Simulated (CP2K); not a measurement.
Two runs for the C K edge of 2-hydroxyfuran. Run A: CP2K XAS_TDP, all-electron GAPW, PBEh(45%), aug-cc-pVDZ, TDA, no relativity. Run B differs in one setting.

First lines with a strength over 0.0015. A:

```
                     atom  energy (eV)  states  strength, one atom
 C2 (bonded to C and 2 O)       284.56       1              0.0664
                                286.92       1              0.0050
                                288.07       1              0.0120
                                288.27       1              0.0026
                                288.46       1              0.0035
 C3 (bonded to 2 C and H)       282.81       1              0.0390
                                283.79       1              0.0063
                                284.19       1              0.0089
                                284.58       1              0.0046
                                285.12       1              0.0045
 C4 (bonded to 2 C and H)       282.06       1              0.0501
                                284.26       1              0.0093
                                284.71       1              0.0018
                                285.05       1              0.0055
                                285.79       1              0.0033
C5 (bonded to C, O and H)       282.94       1              0.0514
                                285.41       1              0.0188
                                285.74       1              0.0086
                                286.40       1              0.0060
                                286.68       1              0.0079
```

B:

```
                     atom  energy (eV)  states  strength, one atom
 C2 (bonded to C and 2 O)       288.35       1              0.0750
                                291.91       1              0.0140
                                292.74       1              0.0545
                                293.52       1              0.0017
                                293.62       1              0.0060
 C3 (bonded to 2 C and H)       286.94       1              0.0510
                                288.61       1              0.0139
                                289.14       1              0.0057
                                289.61       1              0.0059
                                290.17       1              0.0053
 C4 (bonded to 2 C and H)       286.05       1              0.0594
                                289.05       1              0.0169
                                289.96       1              0.0023
                                290.14       1              0.0047
                                290.85       1              0.0079
C5 (bonded to C, O and H)       286.92       1              0.0595
                                289.98       1              0.0472
                                290.45       1              0.0149
                                291.52       1              0.0048
                                291.84       1              0.0033
```

Q: Which was it: the functional, the basis, scalar relativity switched on, GW2X switched on?

The functional (functional from PBEh(45%) to PBEh(60%); the lines alone don't name the new value). A functional moves all lines by electronvolts and changes their spacings and strengths. Against PBEh(45%) in aug-cc-pVDZ, the leading lines move by +3.79 eV (C2, to 288.35), +4.13 eV (C3, to 286.94), +3.99 eV (C4, to 286.05) and +3.98 eV (C5, to 286.92); the strength of C2's goes from 0.0664 to 0.0750. The next line of C2 over the strength cut lies 3.56 eV higher, against 2.36.

[Banner, clock and machine lines of the logs are left out without a mark of their own.]

[Logs are printed without paths, hosts, clocks, repeated set-up lines and the standing remarks that a program may print on its own settings, such as how far it seeks lower states.]

[Hosts, paths, dates, database ids (printed as entryN), source tags and the programs' standing remarks are cut or masked in the printed files.]
